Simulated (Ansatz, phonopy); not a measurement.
# NaF (Villiaumite, Fm-3m): thermal expansion from first principles, part 3 of 3

How much does NaF (Villiaumite) expand with temperature?

Measurements to reproduce:
- volume expansion coefficient 95.1 1e-6/K and heat capacity C_P per formula unit 46.9 J/mol/K near room temperature (given in “High-Throughput Prediction of Finite-Temperature Properties using the Quasi-Harmonic Approximation”, 2016, arXiv:1603.06924)
- volume expansion coefficient 102.6 1e-6/K near room temperature (given in “Descriptors for thermal expansion in solids”, 2017, arXiv:1701.03966)

Ansatz 0.2.0; DFT PBEsol, scalar-relativistic, plane waves, PAW.

So far, volume expansion coefficient at 300 K (× 1e-6/K): step 7 (quasi-harmonic fit by phonopy) 122.

## (8) Phonons on strained cells, cutoff 487.2 eV, k-mesh 12×12×12

Thermal expansion follows from how the free energy of the vibrations (and of the electrons in a metal) changes with strain, so the program makes strained cells, their phonons and a fit in one run.

This step: DFT PBEsol, scalar-relativistic, plane waves, PAW (Ansatz 0.2.0).

input.yaml

```yaml
crystal:
  lattice:
    - [0.0, 2.3145907609, 2.3145907609]
    - [2.3145907609, 0.0, 2.3145907609]
    - [2.3145907609, 2.3145907609, 0.0]
  atoms:
    - { symbol: Na, position: [0.0, 0.0, 0.0] }
    - { symbol: F, position: [0.5, 0.5, 0.5] }
kpoints:
  mp_grid: { grid: [12, 12, 12] }
hamiltonian:
  xc: pbesol
scf:
  occupations: { method: fixed }
output:
  eigenvalues: true
phonons:
  method: dfpt
  qmesh: [4, 4, 4]
  temperatures: { t_max: 800.0, t_step: 50 }
  thermal_expansion: {}
```

Command:

```console
$ ansatz run input.yaml --threads 4 --pin off --max-ram 8192MiB --backend cpu --events-out ev --progress --plain --runs-dir out
```

Numbers of over 12 decimals in the logs are rounded to 6 here.

Log:

```text
[...]
Crystal: 2 atoms, lattice volume = 24.800 Å³
Basis set: ecut = 487.2 eV, 609 PW (Γ), exchange–correlation on 48×48×48 points (8 copies of the dense FFT grid, shifted against one another)
Bands: 12, of which v1, the nominal top of the filled ones, is band 8 counted from 1 (7 counted from 0)
Symmetry: 48 space group operations
[...]
k-points: 72 of 1728
[...]
SCF iter   1: F=—  HF=-2278.934346 eV  |F-HF|=—  |Δ(HF+E_count)|=         —  Δρ=1.14e-2  dr2=2.00e-2  ethr=1.77e-3  ⟨swp⟩=4.7  Hψ=4260  notcnv=0  defer=137
[...]
SCF iter   8: F=-2278.927355 eV  HF=-2278.927355 eV  |F-HF|=4.55e-13  |Δ(HF+E_count)|=  5.91e-12  Δρ=2.50e-8  dr2=1.09e-13  ethr=1.00e-12  ⟨swp⟩=5.0  Hψ=3090  notcnv=0
SCF 1 converged in 8 iterations: F = -2278.927355 eV  dr2 = 1.09e-13
[...]
relax step   1: F+E_penalty+E_count = -2278.92735482 eV  Δ(F+E_penalty+E_count) = +0.000e0 eV  max|allowed force component| = 1.815e-29 eV/Å  Δτ_max = 0.0000 Å  (8 SCF iters, accepted)
SCF converged after 8 iterations
Free energy (F): -2278.927355 eV
[...]
Internal energy: -2278.927355 eV  (E = F + TS)
E sigma→0 (E₀):  -2278.927355 eV
Fermi energy:    0.951467 eV
[...]
--- Stress (GPa, compression-positive) ---
       -0.002489       0.000000      -0.000000
        0.000000      -0.002489       0.000000
        0.000000       0.000000      -0.002489
  P = ⅓ Tr σ = -0.0025 GPa (-0.025 kbar)
--- Band table (eV; the first three rows and the last of 72) ---
  k-point 0: bands = [... 4 lower, -17.8130, 0.9515, 0.9515, 0.9515, 7.1484, 19.8033, 19.8033, 19.8033]
  k-point 1: bands = [... 4 lower, -17.6973, 0.8084, 0.9337, 0.9337, 7.4023, 18.7924, 19.9140, 19.9140]
  k-point 2: bands = [... 4 lower, -17.5083, 0.4553, 0.8854, 0.8854, 8.0809, 17.2891, 20.2105, 20.2105]
  k-point 71: bands = [... 4 lower, -17.3666, 0.0599, 0.0599, 0.3702, 14.0104, 14.0104, 16.1360, 17.7645]
── thermal expansion: 3 new cells, 3 in all ──
thermal expansion: relaxation of cell 2
thermal expansion: relaxation of cell 3
── thermal expansion: 2 new cells, 5 in all ──
thermal expansion: relaxation of cell 4
thermal expansion: lower-state search of cell 4
thermal expansion: phonons of cell 4
thermal expansion: relaxation of cell 5
thermal expansion: phonons of cell 5
── thermal expansion: 8 new cells, 13 in all ──
thermal expansion: relaxation of cell 6
thermal expansion: relaxation of cell 7
thermal expansion: relaxation of cell 8
thermal expansion: relaxation of cell 9
thermal expansion: relaxation of cell 10
thermal expansion: relaxation of cell 11
thermal expansion: relaxation of cell 12
thermal expansion: relaxation of cell 13
thermal expansion: phonons of cell 6
thermal expansion: phonons of cell 7
thermal expansion: phonons of cell 8
thermal expansion: phonons of cell 9
thermal expansion: phonons of cell 10
--- Relaxed structure (1 steps of the walk, 1 accepted, 0 SCFs on fresh bases) ---
  F+E_penalty+E_count = -2278.92735482 eV   max|allowed force component| = 1.815e-29 eV/Å
  atoms:
    - { symbol: Na, position: [0.0, 0.0, 0.0] }
    - { symbol: F, position: [0.5, 0.5, 0.5] }
--- Thermal expansion: 13 cells in 3 rounds, 0 GPa ---
  no lower state was reached at cell 4
  without vibrations: a 3.27326, b 3.27326, c 3.27326 Å, V 24.7985 Å³, B 48.48 GPa
  at 0 K: a 3.29238, b 3.29238, c 3.29238 Å, V 25.2356 Å³, B 46.11 GPa
  zero-point expansion: a +0.584, b +0.584, c +0.584, V +1.763 %
[...]
0.00    3.29238    3.29238    3.29238    25.2356 |    0.00    0.00    0.00    0.00 |   70.42 |     0.000     0.000 |    46.11    46.11
   100.00    3.29447    3.29447    3.29447    25.2838 |   18.80   18.80   18.80   56.41 |   96.52 |    25.145    24.926 |    45.29    45.69
   200.00    3.30358    3.30358    3.30358    25.4942 |   33.82   33.82   33.82  101.45 |  111.73 |    42.498    41.145 |    42.82    44.23
   298.15    3.31575    3.31575    3.31575    25.7768 |   40.59   40.59   40.59  121.77 |       - |    48.515    45.769 |    40.01    42.41
   350.00    3.32299    3.32299    3.32299    25.9460 |   43.50   43.50   43.50  130.51 |  126.58 |    50.484    46.905 |    38.42    41.35
   450.00    3.33843    3.33843    3.33843    26.3094 |   49.35   49.35   49.35  148.05 |  136.05 |    53.610    48.128 |    35.08    39.08
   550.00    3.35612    3.35612    3.35612    26.7299 |   56.79   56.79   56.79  170.36 |  146.82 |    56.797    48.757 |    31.29    36.45
   650.00    3.37698    3.37698    3.37698    27.2314 |   68.07   68.07   68.07  204.21 |  160.38 |    61.035    49.121 |    26.80    33.30
   750.00    3.40322    3.40322    3.40322    27.8711 |   89.51   89.51   89.51  268.52 |  179.81 |    68.504    49.352 |    21.10    29.29
   800.00    3.42014    3.42014    3.42014    28.2891 |  111.19  111.19  111.19  333.58 |  194.20 |    75.848    49.439 |    17.41    26.72
[...]
vibrations' free energy: its fit leaves 0.0009 meV an atom at the most
  the electrons' free energy at temperature is not in it: every band gap is over 0.83 eV
  free energies summed between the sampled wave vectors
[...]
the FFT grids of the static calculations differ: 24 × 24 × 24, 25 × 25 × 25
  band gaps on the cells' k-points are 5.418 to 6.355 eV
```

Wall time 26 min (4 threads of Arm Neoverse N1, shared host); peak memory 1.6 GiB; 1.7 h of CPU time.

This step gave:

* pressure: -0.002489 GPa
* volume expansion coefficient at 298 K: 121.8 1e-6/K
* isothermal bulk modulus at 298 K: 40.01 GPa
* Grüneisen parameter at 298 K: 1.652
* principal linear expansion coefficients at 298 K: 40.59, 40.59, 40.59 1e-6/K

Strained cells of the study; zero-point energy where phonons were solved; the pressures are stresses at a fixed cutoff and can carry an offset from the finite basis. Expansion cells, by row:

```csv
cell,|a| (Å),|b| (Å),|c| (Å),V (Å³/atom),E - E_lowest (meV/atom),"pressure, compression positive (GPa)",gap (eV),zero-point energy (meV/atom)
1,3.273,3.273,3.273,12.4,0,-0.012,6.197,-
2,3.3,3.3,3.3,12.7,1.055,-1.108,6.074,-
3,3.247,3.247,3.247,12.11,1.089,1.212,6.324,-
4,3.274,3.274,3.274,12.4,0,-0.021,6.196,40.57
5,3.29,3.29,3.29,12.59,0.429,-0.721,6.119,39.6
6,3.305,3.305,3.305,12.76,1.5,-1.308,6.051,38.75
7,3.336,3.336,3.336,13.13,5.803,-2.432,5.911,36.96
8,3.368,3.368,3.368,13.5,12.71,-3.409,5.776,35.21
9,3.4,3.4,3.4,13.89,22.01,-4.254,5.646,33.48
10,3.432,3.432,3.432,14.29,33.55,-4.981,5.52,31.77
11,3.241,3.241,3.241,12.04,1.697,1.531,6.355,-
12,3.257,3.257,3.257,12.22,0.411,0.729,6.275,-
13,3.46,3.46,3.46,14.64,44.87,-5.509,5.418,-
```

Quasi-harmonic; a, b, c are the run's own cell vectors. Expansion, by row:

```csv
T (K),a (Å),b (Å),c (Å),alpha (deg),beta (deg),gamma (deg),cell volume (Å³/cell),alpha_a (1e-6/K),alpha_b (1e-6/K),alpha_c (1e-6/K),alpha_V (1e-6/K),C_P (J/mol-atom/K),C_V (J/mol-atom/K),S (J/mol-atom/K),B_T (GPa),B_S (GPa),Grueneisen,extrapolation,fit error (1e-6/K)
0,3.292,3.292,3.292,60,60,60,25.24,0,0,0,0,0,0,0,46.11,46.11,-,0,0
50,3.293,3.293,3.293,60,60,60,25.24,4.37,4.37,4.37,13.11,3.369,3.366,1.096,46.03,46.07,1.362,0,0.03
100,3.294,3.294,3.294,60,60,60,25.28,18.8,18.8,18.8,56.41,12.57,12.46,6.356,45.29,45.69,1.561,0,0.08
150,3.298,3.298,3.298,60,60,60,25.37,28.26,28.26,28.26,84.77,18.21,17.85,12.64,44.13,45.03,1.602,0,0.12
200,3.304,3.304,3.304,60,60,60,25.49,33.82,33.82,33.82,101.5,21.25,20.57,18.34,42.82,44.23,1.621,0,0.12
250,3.309,3.309,3.309,60,60,60,25.63,37.63,37.63,37.63,112.9,23.06,22.05,23.29,41.42,43.34,1.637,0,0.07
298.1,3.316,3.316,3.316,60,60,60,25.78,40.59,40.59,40.59,121.8,24.26,22.89,27.46,40.01,42.41,1.652,0,0.16
300,3.316,3.316,3.316,60,60,60,25.78,40.7,40.7,40.7,122.1,24.3,22.91,27.61,39.96,42.37,1.653,0,0.16
350,3.323,3.323,3.323,60,60,60,25.95,43.5,43.5,43.5,130.5,25.24,23.45,31.43,38.42,41.35,1.67,0,0.35
400,3.33,3.33,3.33,60,60,60,26.12,46.32,46.32,46.32,139,26.05,23.81,34.85,36.8,40.25,1.689,0,0.51
450,3.338,3.338,3.338,60,60,60,26.31,49.35,49.35,49.35,148.1,26.8,24.06,37.96,35.08,39.08,1.71,0,0.54
500,3.347,3.347,3.347,60,60,60,26.51,52.76,52.76,52.76,158.3,27.57,24.24,40.83,33.26,37.82,1.733,0,0.33
550,3.356,3.356,3.356,60,60,60,26.73,56.79,56.79,56.79,170.4,28.4,24.38,43.49,31.29,36.45,1.76,0,0.32
600,3.366,3.366,3.366,60,60,60,26.97,61.72,61.72,61.72,185.2,29.35,24.48,46,29.16,34.96,1.791,0,1.24
650,3.377,3.377,3.377,60,60,60,27.23,68.07,68.07,68.07,204.2,30.52,24.56,48.4,26.8,33.3,1.827,0,2.35
700,3.389,3.389,3.389,60,60,60,27.53,76.72,76.72,76.72,230.2,32.05,24.62,50.71,24.16,31.44,1.871,0,2.77
750,3.403,3.403,3.403,60,60,60,27.87,89.51,89.51,89.51,268.5,34.25,24.68,52.99,21.1,29.29,1.927,0,0.78
800,3.42,3.42,3.42,60,60,60,28.29,111.2,111.2,111.2,333.6,37.92,24.72,55.31,17.41,26.72,2.002,0,23.61
```

Expansion coefficient against temperature; values in 1e-6/K:

```csv
temperature (K),volume,principal 1
0,0,0
50,13.1,4.37
100,56.4,18.8
150,84.8,28.3
200,101,33.8
250,113,37.6
298,122,40.6
300,122,40.7
350,131,43.5
400,139,46.3
450,148,49.4
500,158,52.8
550,170,56.8
600,185,61.7
650,204,68.1
700,230,76.7
750,269,89.5
800,334,111
```

Changing the k-mesh (8×8×8 → 12×12×12) and the cutoff (550 → 487.2 eV) takes the volume expansion at 298 K from 122 to 122 × 10⁻⁶/K and B_T from 40.0 to 40.0 GPa.

## (9) Quasi-harmonic fit by phonopy

This step: DFT PBEsol, scalar-relativistic, plane waves, PAW (phonopy 4.10.0).

Numbers from this step:

```yaml
volume_expansion_coefficient_at_300_k: 121.7 1e-6/K
isothermal_bulk_modulus_at_300_k: 39.97 GPa
grueneisen_parameter_at_300_k: 1.648
```

Table of energy (each curve on its own zero) by volume; values in meV/atom:

```csv
volume (Å³/atom),static,F at 0 K,F at 300 K,F at 800 K
12.402,0,3.95,8.94,22.4
12.589,0.43,3.42,7.37,17.8
12.759,1.5,3.63,6.61,14.4
13.127,5.8,6.15,6.96,8.81
13.505,12.7,11.3,9.74,5.36
13.893,22.0,18.9,14.7,3.72
14.293,33.5,28.7,21.7,3.54
```

Phonopy-qha, vinet fit of F(V) at each temperature. Qha vinet, by row:

```csv
T (K),fitted volume (Å³/atom),alpha_V (1e-6/K),B_T (GPa),C_P (J/mol-atom/K),Grueneisen
100,12.64,53.55,45.31,12.07,1.482
150,12.69,82.69,44.19,18.1,1.564
200,12.75,100.3,42.89,21.27,1.605
250,12.82,112.2,41.48,23.12,1.629
300,12.89,121.7,39.97,24.35,1.648
350,12.97,130.4,38.37,25.29,1.667
400,13.06,139.3,36.68,26.09,1.688
450,13.15,149,34.89,26.86,1.711
500,13.26,159.9,32.99,27.63,1.737
550,13.37,172.7,30.99,28.48,1.767
600,13.49,188.1,28.87,29.46,1.802
650,13.62,207.1,26.63,30.64,1.842
700,13.77,231.3,24.26,32.12,1.89
750,13.94,263.1,21.74,34.06,1.946
```

The volume expansion coefficient by temperature; values in 1e-6/K:

```csv
temperature (K),"phonopy-qha, Vinet",Ansatz's own study
100,53.5,56.4
150,82.7,84.8
200,100,101
250,112,113
300,122,122
350,130,131
400,139,139
450,149,148
500,160,158
550,173,170
600,188,185
650,207,204
700,231,230
750,263,269
```

The fit gives a volume expansion of 122 × 10⁻⁶/K at 300 K, against 122 at 298 K from the study itself, whose static fit uses more cells.

## (10) Phonons on strained cells, cutoff 487.2 eV, k-mesh 12×12×12 (run 2)

The study relaxes the crystal at several strains, solves the phonons on some of them and minimises the free energy at each temperature (static energy, vibrations, the electrons in a metal, and PV under a set pressure); the q-mesh sets how far the force constants reach.

This step: DFT PBEsol, scalar-relativistic, plane waves, PAW (Ansatz 0.2.0).

input.yaml, as its differences from that of step 8:

```diff
@@ -18,3 +18,3 @@
   method: dfpt
-  qmesh: [4, 4, 4]
+  qmesh: [6, 6, 6]
   temperatures: { t_max: 800.0, t_step: 50 }
```

Log:

```text
[...]
Crystal: 2 atoms, lattice volume = 24.800 Å³
Basis set: ecut = 487.2 eV, 609 PW (Γ), exchange–correlation on 48×48×48 points (8 copies of the dense FFT grid, shifted against one another)
Bands: 12, of which v1, the nominal top of the filled ones, is band 8 counted from 1 (7 counted from 0)
Symmetry: 48 space group operations
[...]
vibrations' free energy: its fit leaves 0.0009 meV an atom at the most
  the electrons' free energy at temperature is not in it: every band gap is over 0.83 eV
  free energies summed between the sampled wave vectors
[...]
the FFT grids of the static calculations differ: 24 × 24 × 24, 25 × 25 × 25
  band gaps on the cells' k-points are 5.418 to 6.355 eV
[key lines of the parts left out:]
SCF converged after 8 iterations
Free energy (F): -2278.927355 eV
Fermi energy:    0.951467 eV
P = ⅓ Tr σ = -0.0025 GPa (-0.025 kbar)
```

Wall time 84 min (4 threads); peak memory 1.6 GiB.

Changing the q-mesh (4×4×4 → 6×6×6) takes the volume expansion at 298 K from 122 to 122 × 10⁻⁶/K and B_T from 40.0 to 40.0 GPa.

## (11) Side by side

Times are for 4 threads of Arm Neoverse N1, shared host. The series side by side:

```csv
no.,functional,cutoff (eV),k-mesh,q-mesh,method,pressure (GPa),volume expansion coefficient at 298 K (1e-6/K),C_P at 298 K (J/mol-atom/K),isothermal bulk modulus at 298 K (GPa),time,memory (GiB)
1,pbesol,550,8×8×8,4×4×4,dfpt,0,122.0,24.26,39.98,13 min,0.82
2,pbesol,487.2,12×12×12,4×4×4,dfpt,0,121.8,24.26,40.01,26 min,1.6
3,pbesol,487.2,12×12×12,6×6×6,dfpt,0,121.8,24.26,40.01,84 min,1.6
```

The runs together, line volume. Expansion coefficient, volume against temperature; values in 1e-6/K:

```csv
temperature (K),"pbesol, 550, 8×8×8, 4×4×4, dfpt, 0","pbesol, 487.2, 12×12×12, 4×4×4, dfpt, 0","pbesol, 487.2, 12×12×12, 6×6×6, dfpt, 0"
0,0,0,0
50,13.1,13.1,13.1
100,56.5,56.4,56.4
150,84.9,84.8,84.8
200,102,101,101
250,113,113,113
298,122,122,122
300,122,122,122
350,131,131,130
400,139,139,139
450,148,148,148
500,159,158,158
550,171,170,170
600,186,185,185
650,205,204,204
700,231,230,230
750,269,269,268
800,335,334,333
```

The runs together, line C_P. Heat capacity, C_P against temperature; values in J/mol-atom/K:

```csv
temperature (K),"pbesol, 550, 8×8×8, 4×4×4, dfpt, 0","pbesol, 487.2, 12×12×12, 4×4×4, dfpt, 0","pbesol, 487.2, 12×12×12, 6×6×6, dfpt, 0"
0,0,0,0
50,3.37,3.37,3.37
100,12.6,12.6,12.6
150,18.2,18.2,18.2
200,21.2,21.2,21.2
250,23.1,23.1,23.1
298,24.3,24.3,24.3
300,24.3,24.3,24.3
350,25.2,25.2,25.2
400,26.1,26.0,26.0
450,26.8,26.8,26.8
500,27.6,27.6,27.6
550,28.4,28.4,28.4
600,29.4,29.4,29.3
650,30.5,30.5,30.5
700,32.1,32.0,32.0
750,34.3,34.3,34.2
800,38.0,37.9,37.9
```

## (12) Free-energy fit

This step: DFT PBEsol, scalar-relativistic, plane waves, PAW (phonopy 4.10.0).

The fit gives a volume expansion of 122 × 10⁻⁶/K at 300 K, against 122 at 298 K from the study itself, whose static fit uses more cells.

## (13) Results

| Item | Value |
| --- | --- |
| settings of these figures | PBEsol, 487.2 eV, k 12×12×12, q 6×6×6 |
| volume expansion coefficient at 298 K | 121.8 1e-6/K |
| C_P at 298 K | 24.26 J/mol-atom/K |
| entropy at 298 K | 27.46 J/mol-atom/K |
| isothermal bulk modulus at 298 K | 40.01 GPa |
| Grüneisen parameter at 298 K | 1.653 |
| volume at 298 K | 12.89 Å³/atom |
| principal linear expansion coefficients at 298 K | 40.59, 40.59, 40.59 1e-6/K |

In words: Near room temperature NaF (Villiaumite) expands by 122 × 10⁻⁶/K in volume by PBEsol, with C_P = 24.3 J/(mol K) per mole of atoms and B_T = 40.0 GPa. Between 298.15 and 800 K the bulk modulus falls by 56 % and the Grüneisen parameter grows; in this range the quasi-harmonic approximation, which lacks anharmonicity at fixed volume, tends to overshoot. C_P at room temperature is 97 % of the classical 3R an atom; C_V is 92 %, and the rest is expansion work. A measured volume expansion coefficient near room temperature is 95.1 1e-6/K (arXiv:1603.06924); the calculated 122 1e-6/K differs by +28 %. A measured heat capacity per formula unit near room temperature is 46.9 J/mol/K (arXiv:1603.06924); the calculated 48.5 J/mol/K differs by +3 %. Changing the q-mesh, k-mesh and cutoff moves the volume expansion at 298 K between 122 and 122 × 10⁻⁶/K, while the CPU time spans a factor of 6.6. The PAW files were made for PBE and are used here under another functional, for which the program regenerates the frozen cores.

[Logs are printed without paths, hosts, clocks, repeated set-up lines and the standing remarks that a program may print on its own settings, such as how far it seeks lower states.]

[Hosts, paths, dates, database ids (printed as entryN), source tags and the programs' standing remarks are cut or masked in the printed files.]

[A step with changed settings may run another functional than the one named; its input shows which.]
